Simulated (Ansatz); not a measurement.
# (AlAs)2(GaP)1 [001] superlattice, started as zinc blende: relaxing the cell for a phonon run

Aim: bring (AlAs)2(GaP)1 [001] superlattice, started as zinc blende to small forces and stress, as phonons need.

Program: Ansatz 0.2.0. Level of theory: DFT PBE, scalar-relativistic, plane waves, PAW. Results are calculated unless marked as measured.

The structure was built from a prototype and need not be the compound's stable phase.

### Step 1. The starting structure

The structure is orthorhombic, space group Imm2 (No. 44). Conventional cell: a = 3.953 Å, b = 3.953 Å, c = 16.770 Å, α = 90.00°, β = 90.00°, γ = 90.00°. Nearest to Al lie 2 As at 2.42 Å and 2 P at 2.42 Å. Nearest to Al lie 4 As at 2.42 Å. Nearest to As lie 4 Al at 2.42 Å. Nearest to As lie 2 Al at 2.42 Å and 2 Ga at 2.42 Å. Ga has 2 P at 2.42 Å and 2 As at 2.42 Å nearest. Nearest to P lie 2 Ga at 2.42 Å and 2 Al at 2.42 Å. Farther neighbours are not listed.

### Step 2. A coarse first look

A quick single point on a coarse mesh tells whether the cell has a gap and how far it is from rest, which sets the k mesh and smearing that follow.

input.yaml reads:

```yaml
crystal:
  lattice:
    - [2.795, 2.795, 0.0]
    - [-2.795, 2.795, 0.0]
    - [2.795, 0.0, 8.385]
  atoms:
    - { symbol: Al, position: [0.0, 0.0, 0.0] }
    - { symbol: Al, position: [0.333333, 0.666667, 0.333333] }
    - { symbol: As, position: [0.416667, 0.083333, 0.166667] }
    - { symbol: As, position: [0.75, 0.75, 0.5] }
    - { symbol: Ga, position: [0.666667, 0.333333, 0.666667] }
    - { symbol: P, position: [0.083333, 0.416667, 0.833333] }
kpoints:
  mp_grid: { grid: [6, 6, 6] }
hamiltonian:
  xc: pbe
scf:
  occupations: { method: gaussian, width: 0.1 }
output:
  forces: true
  stress: true
  eigenvalues: true
```

Run with:

```
$ ansatz run input.yaml --threads 8 --pin off --max-ram 14336MiB --backend cpu --events-out ev --progress --plain --runs-dir out
```

Numbers of over 12 decimals in the logs are rounded to 6 here.

The log of the run:

```text
[...]
k-point 0: bands = [... 23 lower, 4.7287, 6.5730, 6.5961, 6.5992, 8.1708, 8.7047, 8.7362, 9.5583, ... 1 higher]
  k-point 1: bands = [... 23 lower, 4.9805, 6.1618, 6.4715, 6.4752, 8.2439, 8.6741, 9.0428, 9.3345, ... 1 higher]
  k-point 2: bands = [... 23 lower, 5.3377, 5.3861, 6.1596, 6.1657, 8.1546, 8.7163, 9.2837, 9.8836, ... 1 higher]
  k-point 45: bands = [... 23 lower, 3.8468, 3.9548, 4.1497, 4.1768, 8.3179, 8.8592, 8.9748, 9.7493, ... 1 higher]
[key lines of the parts left out:]
SCF converged after 7 iterations
Free energy (F): -15328.696417 eV
Fermi energy:    7.342459 eV
P = ⅓ Tr σ = 2.8233 GPa (28.233 kbar)
```

It took 3.4 s on 8 threads of Arm Neoverse V1, shared host; peak memory 0.54 GiB.

This step gave:

- pressure: 2.823 GPa
- gap on the k-mesh: 1.488 eV
- volume per atom: 21.83 Å³
- direct gap on mesh: 1.572 eV

The coarse mesh shows a gap of 1.49 eV and a pressure of 2.8 GPa.

### Step 3. Coarse relaxation

A rough relaxation comes first, because large forces or stress need no tight tolerances yet.

Changes to input.yaml since step 2:

```diff
@@ -22 +22,6 @@
   eigenvalues: true
+relax:
+  adjacent_minimum: "off"
+  f_tol: 0.05
+  max_steps: 80
+  cell: { stress_tol: 0.5 }
```

The log of the run:

```text
[...]
Crystal: 6 atoms, lattice volume = 131.008 Å³
Basis set: ecut = 420 eV, 2561 PW (Γ), exchange–correlation on 54×54×120 points (8 copies of the dense FFT grid, shifted against one another)
Bands: 33, of which v1, the nominal top of the filled ones, is band 27 counted from 1 (26 counted from 0)
Symmetry: 4 space group operations
[...]
- [2.829228, 2.829228, 0]
    - [-2.828032, 2.828032, 0]
    - [2.828630, 0.00059774, 8.470020]
  atoms:
    - { symbol: Al, position: [0.00403246, -0.00403246, -0.00806492] }
    - { symbol: Al, position: [0.333519, 0.666481, 0.332963] }
    - { symbol: As, position: [0.418815, 0.081185, 0.162370] }
    - { symbol: As, position: [0.748463, 0.751537, 0.503073] }
    - { symbol: Ga, position: [0.662472, 0.337528, 0.675057] }
    - { symbol: P, position: [0.082699, 0.417301, 0.834602] }
[key lines of the parts left out:]
SCF converged after 5 iterations
Free energy (F): -15328.788715 eV
Fermi energy:    6.954054 eV
P = ⅓ Tr σ = 0.1080 GPa (1.080 kbar)
```

Run time: 13 s. Hardware: 8 threads; peak memory 0.6 GiB.

The steps of the relaxation:

| step | energy less that of the first step (eV) | largest force component (eV/Å) | pressure (GPa) | volume (Å³) |
| --- | --- | --- | --- | --- |
| 1 | 0.0000 | 0.8128 | 2.82 | 131.01 |
| 2 | -0.0896 | 0.0934 | 0.30 | 135.14 |
| 3 | -0.0913 | 0.0278 | 0.10 | 135.54 |
| 4* | -0.0923 | 0.0277 | 0.11 | 135.54 |

Relaxation steps marked * repeat the geometry before them on a plane-wave basis chosen anew for their cell, so energy and pressure can jump there.

The run keeps the 4 symmetry operations that it works with, so distortions that break them were not tested.

| conventional cell, symmetrised | before | after | change |
| --- | --- | --- | --- |
| a (Å) | 3.953 | 3.999 | +1.2 % |
| b (Å) | 3.953 | 4.001 | +1.2 % |
| c (Å) | 16.770 | 16.940 | +1.0 % |
| volume (Å³/atom) | 21.83 | 22.59 | +3.5 % |

The atoms that moved most (Å, as changes of fractional coordinates times the final cell):

| atom | dx | dy | dz | length |
| --- | --- | --- | --- | --- |
| Ga5 | 0.000 | 0.000 | 0.071 | 0.071 |
| Al1 | 0.000 | 0.000 | -0.068 | 0.068 |
| As3 | 0.000 | 0.000 | -0.036 | 0.036 |
| As4 | 0.000 | 0.000 | 0.026 | 0.026 |
| P6 | 0.000 | 0.000 | 0.011 | 0.011 |

The relaxed structure:

```cif
data_structure
_symmetry_space_group_name_H-M 'P 1'
_symmetry_Int_Tables_number 1
_cell_length_a 4.0011
_cell_length_b 3.9994
_cell_length_c 8.9299
_cell_angle_alpha 102.940
_cell_angle_beta 77.054
_cell_angle_gamma 90.000
_cell_volume 135.54
loop_
_atom_site_label
_atom_site_type_symbol
_atom_site_fract_x
_atom_site_fract_y
_atom_site_fract_z
_atom_site_occupancy
Al1 Al 0.00403 0.99597 0.99194 1
Al2 Al 0.33352 0.66648 0.33296 1
As3 As 0.41881 0.08119 0.16237 1
As4 As 0.74846 0.75154 0.50307 1
Ga5 Ga 0.66247 0.33753 0.67506 1
P6 P 0.08270 0.41730 0.83460 1
```

Numbers from this step:

| Quantity | Value |
| --- | --- |
| pressure | 0.1080 GPa |
| gap on the k-mesh | 1.417 eV |
| volume per atom | 22.59 Å³ |
| direct gap on mesh | 1.417 eV |

In this step the volume went from 21.83 to 22.59 Å³/atom.

### Step 4. Relaxation

The cell and atoms are relaxed, since residual forces and stress would shift the frequencies.

input.yaml reads:

```yaml
crystal:
  lattice:
    - [2.8292276922, 2.8292276922, 0.0]
    - [-2.8280322121, 2.8280322121, 0.0]
    - [2.8286299521, 0.00059774, 8.4700200275]
  atoms:
    - { symbol: Al, position: [0.0040324609, -0.0040324609, -0.0080649218] }
    - { symbol: Al, position: [0.3335185262, 0.6664814738, 0.3329629477] }
    - { symbol: As, position: [0.4188148464, 0.0811851536, 0.1623703071] }
    - { symbol: As, position: [0.7484634994, 0.7515365006, 0.5030730013] }
    - { symbol: Ga, position: [0.6624715809, 0.3375284191, 0.6750568383] }
    - { symbol: P, position: [0.0826990863, 0.4173009137, 0.8346018275] }
kpoints:
  mp_grid: { grid: [6, 6, 6] }
hamiltonian:
  xc: pbe
scf:
  occupations: { method: gaussian, width: 0.02 }
output:
  forces: true
  stress: true
  eigenvalues: true
relax:
  adjacent_minimum: "off"
  f_tol: 0.005
  max_steps: 80
  cell: { stress_tol: 0.05 }
```

The log of the run:

```text
[...]
Crystal: 6 atoms, lattice volume = 135.540 Å³
Basis set: ecut = 420 eV, 2625 PW (Γ), exchange–correlation on 54×54×120 points (8 copies of the dense FFT grid, shifted against one another)
Bands: 33, of which v1, the nominal top of the filled ones, is band 27 counted from 1 (26 counted from 0)
Symmetry: 4 space group operations
[...]
k-points: 46 of 216 (time reversal used)
[...]
SCF iter   1: F=—  HF=-15328.792930 eV  |F-HF|=—  |Δ(HF+E_count)|=         —  Δρ=1.56e-3  dr2=6.09e-3  ethr=1.77e-3  ⟨swp⟩=7.8  Hψ=7301  notcnv=0  defer=1
[...]
SCF iter   7: F=-15328.788715 eV  HF=-15328.788715 eV  |F-HF|=1.01e-7  |Δ(HF+E_count)|=   4.63e-7  Δρ=6.49e-6  dr2=4.52e-8  ethr=1.85e-10  ⟨swp⟩=8.9  Hψ=7909  notcnv=0
SCF 1 converged in 7 iterations: F = -15328.788715 eV  dr2 = 4.52e-8
[...]
relax step   1: F+E_penalty+E_count = -15328.78871508 eV  Δ(F+E_penalty+E_count) = +0.000e0 eV  max|allowed force component| = 2.770e-2 eV/Å  Δτ_max = 0.0000 Å  P = +0.108 GPa  Ω = 135.540 Å³  (7 SCF iters, dr2 threshold 1.00e-7 eV, accepted)
Crystal: 6 atoms, lattice volume = 135.712 Å³
[...]
SCF iter   4: F=-15328.788791 eV  HF=-15328.788791 eV  |F-HF|=9.79e-10  |Δ(HF+E_count)|=   1.13e-7  Δρ=4.24e-6  dr2=3.73e-8  ethr=8.88e-11  ⟨swp⟩=6.1  Hψ=6826  notcnv=0
SCF 2 converged in 4 iterations: F = -15328.788791 eV  dr2 = 3.73e-8
relax step   2: F+E_penalty+E_count = -15328.78879134 eV  Δ(F+E_penalty+E_count) = -7.626e-5 eV  max|allowed force component| = 2.163e-3 eV/Å  Δτ_max = 0.0026 Å  P = +0.020 GPa  Ω = 135.712 Å³  energy of the carried Pulay correction = -3.271e-5 eV  (4 SCF iters, dr2 threshold 4.79e-8 eV, accepted)
[...]
SCF iter   1: F=—  HF=-15328.788733 eV  |F-HF|=—  |Δ(HF+E_count)|=         —  Δρ=4.25e-5  dr2=8.27e-8  ethr=2.22e-7  ⟨swp⟩=3.5  Hψ=11011  notcnv=0
eigensolver tolerance schedule: the retry pair's looser diagonalisation over-reported the residual by 1448.68 of it (diagonalisation noise at 0.12 of the residual, at the tolerance the schedule requests for it); recorded, not acted on — ethr = c·dr2/N_el stays at c = 1.0e-1
[...]
SCF iter   2: F=—  HF=-15328.788807 eV  |F-HF|=—  |Δ(HF+E_count)|=   7.37e-5  Δρ=2.16e-5  dr2=3.07e-8  ethr=1.53e-10  ⟨swp⟩=3.1  Hψ=3294  notcnv=0
[...]
SCF iter   6: F=-15328.788821 eV  HF=-15328.788821 eV  |F-HF|=1.33e-10  |Δ(HF+E_count)|=   1.56e-8  Δρ=1.11e-7  dr2=1.52e-11  ethr=1.00e-12  ⟨swp⟩=5.9  Hψ=6249  notcnv=0
SCF 3 converged in 6 iterations: F = -15328.788821 eV  dr2 = 1.52e-11
relax step   3: F+E_penalty+E_count = -15328.78882092 eV  Δ(F+E_penalty+E_count) = -2.958e-5 eV  max|allowed force component| = 2.161e-3 eV/Å  Δτ_max = 0.0000 Å  P = +0.020 GPa  Ω = 135.712 Å³  stress off target by 3.23e-2 GPa  SCF on the basis re-selected at this cell (its energy is not comparable with the rows above)  (6 SCF iters)
[...]
SCF converged after 6 iterations
Free energy (F): -15328.788821 eV
[...]
Internal energy: -15328.788821 eV  (E = F + TS)
E sigma→0 (E₀):  -15328.788821 eV
Fermi energy:    6.935688 eV
[...]
--- Forces (eV/Å), atoms counted from 1 ---
  atom   1  Al    -0.00000000    -0.00000000     0.00031570
  atom   2  Al     0.00000000     0.00000000    -0.00216098
  atom   3  As     0.00000000     0.00000000    -0.00052459
  atom   4  As    -0.00000000    -0.00000000     0.00088926
  atom   5  Ga     0.00000000     0.00000000    -0.00047979
  atom   6  P     -0.00000000    -0.00000000     0.00196011
  max |Σ_I F_I| component: 3.11e-7 eV/Å
--- Stress (GPa, compression-positive) ---
        0.019904       0.012399       0.000000
        0.012399       0.019904       0.000000
        0.000000       0.000000       0.020215
  P = ⅓ Tr σ = 0.0200 GPa (0.200 kbar)
--- Band table (eV; the first three rows and the last of 46) ---
  k-point 0: bands = [... 23 lower, 4.5729, 6.1835, 6.2155, 6.2268, 7.6446, 8.1299, 8.3328, 9.0950, ... 2 higher]
  k-point 1: bands = [... 23 lower, 4.7148, 5.7494, 6.0966, 6.1112, 7.8360, 8.0969, 8.6126, 8.8728, ... 2 higher]
  k-point 2: bands = [... 23 lower, 5.0112, 5.0147, 5.7987, 5.8265, 7.7884, 8.1720, 8.9597, 9.2627, ... 2 higher]
  k-point 45: bands = [... 23 lower, 3.5681, 3.6416, 3.8621, 3.9111, 7.9696, 8.4607, 8.6299, 9.3310, ... 2 higher]
--- Relaxed structure (2 steps of the walk, 2 accepted, 1 SCFs on fresh bases) ---
[...]
cell:  # Å, volume = 135.7116 Å³
    - [2.830117, 2.830117, 1.6706634412954177e-11]
    - [-2.829773, 2.829773, 1.4043291484818557e-19]
    - [2.829945, 0.000172032, 8.472881]
  atoms:
    - { symbol: Al, position: [0.00397735, -0.00397735, -0.0079547] }
    - { symbol: Al, position: [0.333488, 0.666512, 0.333023] }
    - { symbol: As, position: [0.418736, 0.081264, 0.162527] }
    - { symbol: As, position: [0.748479, 0.751521, 0.503043] }
    - { symbol: Ga, position: [0.662623, 0.337377, 0.674753] }
    - { symbol: P, position: [0.082696, 0.417304, 0.834608] }
```

It took 10 s on 8 threads; peak memory 0.61 GiB.

Little changed from the start: no atom moved by 0.005 Å and no cell edge by 0.1 %.

Numbers from this step:

| Quantity | Value |
| --- | --- |
| pressure | 0.02001 GPa |
| gap on the k-mesh | 1.418 eV |
| volume per atom | 22.62 Å³ |
| direct gap on mesh | 1.418 eV |

In this step the volume went from 22.59 to 22.62 Å³/atom.

### Step 5. Relaxing to small forces for the phonons

Phonons need a cell at rest on their own settings, so the relaxation is repeated with tight tolerances on forces and stress on the k mesh and occupations of the first response run.

input.yaml reads:

```yaml
crystal:
  lattice:
    - [2.830116956, 2.830116956, 0.0]
    - [-2.8297728921, 2.8297728921, 0.0]
    - [2.829944924, 0.0001720319, 8.472880969]
  atoms:
    - { symbol: Al, position: [0.0039773499, -0.0039773499, -0.0079546997] }
    - { symbol: Al, position: [0.3334884842, 0.6665115158, 0.3330230316] }
    - { symbol: As, position: [0.4187362574, 0.0812637426, 0.1625274852] }
    - { symbol: As, position: [0.7484785036, 0.7515214964, 0.5030429929] }
    - { symbol: Ga, position: [0.6626234781, 0.3373765219, 0.6747530439] }
    - { symbol: P, position: [0.0826959268, 0.4173040732, 0.8346081463] }
kpoints:
  mp_grid: { grid: [8, 8, 8] }
hamiltonian:
  xc: pbe
scf:
  occupations: { method: fixed }
output:
  forces: true
  stress: true
  eigenvalues: true
relax:
  adjacent_minimum: "off"
  f_tol: 0.001
  max_steps: 60
  cell: { stress_tol: 0.01 }
```

The log of the run:

```text
[...]
Crystal: 6 atoms, lattice volume = 135.712 Å³
Basis set: ecut = 420 eV, 2625 PW (Γ), exchange–correlation on 54×54×120 points (8 copies of the dense FFT grid, shifted against one another)
Bands: 33, of which v1, the nominal top of the filled ones, is band 27 counted from 1 (26 counted from 0)
Symmetry: 4 space group operations
[...]
- [2.828892, 2.828892, 1.6693862302914053e-11]
    - [-2.828023, 2.828023, 0]
    - [2.828458, 0.000434219, 8.483709]
  atoms:
    - { symbol: Al, position: [0.00397515, -0.00397515, -0.0079503] }
    - { symbol: Al, position: [0.333495, 0.666505, 0.333010] }
    - { symbol: As, position: [0.418748, 0.081252, 0.162504] }
    - { symbol: As, position: [0.748471, 0.751529, 0.503058] }
    - { symbol: Ga, position: [0.662614, 0.337386, 0.674772] }
    - { symbol: P, position: [0.082697, 0.417303, 0.834606] }
[key lines of the parts left out:]
SCF converged after 6 iterations
Free energy (F): -15328.800415 eV
Fermi energy:    6.225942 eV
P = ⅓ Tr σ = 0.0003 GPa (0.003 kbar)
```

Wall time 26 s (8 threads); peak memory 0.74 GiB.

The steps of the relaxation:

| step | energy less that of the first step (eV) | largest force component (eV/Å) | pressure (GPa) | volume (Å³) |
| --- | --- | --- | --- | --- |
| 1 | 0.0000 | 0.0031 | 0.02 | 135.71 |
| 2 | -0.0001 | 0.0017 | 0.00 | 135.74 |
| 3 | -0.0001 | 0.0004 | 0.00 | 135.74 |
| 4* | -0.0001 | 0.0004 | 0.00 | 135.74 |

Relaxation steps marked * repeat the geometry before them on a plane-wave basis chosen anew for their cell, so energy and pressure can jump there.

The run keeps the 4 symmetry operations that it works with, so distortions that break them were not tested.

| conventional cell, symmetrised | before | after | change |
| --- | --- | --- | --- |
| a (Å) | 4.002 | 3.999 | -0.1 % |
| b (Å) | 4.002 | 4.001 | -0.0 % |
| c (Å) | 16.946 | 16.967 | +0.1 % |
| volume (Å³/atom) | 22.62 | 22.62 | +0.0 % |

Final coordinates:

```
Al As Ga P
1.0
     2.82889    2.82889    0.00000
    -2.82802    2.82802    0.00000
     2.82846    0.00043    8.48371
Al As Ga P
2 2 1 1
Cartesian
  0.0000 0.0000 -0.0674
  0.0004 2.8285 2.8252
  1.4144 1.4144 1.3786
  1.4149 4.2429 4.2678
  2.8289 2.8289 5.7246
  1.4144 1.4144 7.0806
```

This step gave:

```yaml
pressure: 2.53e-4 GPa
```

The largest force component left is 0.37 meV/Å and the pressure is 0.000 GPa, within the tolerances set. The cell now holds 22.62 Å³/atom.

### Step 6. Results

```
space group after relaxation (within 0.01 Å) : Imm2
lattice constant a                           : 3.999 Å
lattice constant b                           : 4.001 Å
lattice constant c                           : 16.967 Å
volume per atom                              : 22.6 Å³
gap on the k-mesh                            : 1.42 eV
```

In words: The largest force component left is 0.37 meV/Å and the pressure is 0.000 GPa, within the tolerances set. The cell now holds 22.62 Å³/atom. The relaxation keeps the symmetry of its start, so it says nothing on stability against lower symmetry. The starting cell was built on a prototype and not taken from a measurement, so the phase need not exist.

[Logs are printed without paths, hosts, clocks, repeated set-up lines and the standing remarks that a program may print on its own settings, such as how far it seeks lower states.]

[Hosts, paths, dates, database ids (printed as entryN), source tags and the programs' standing remarks are cut or masked in the printed files.]
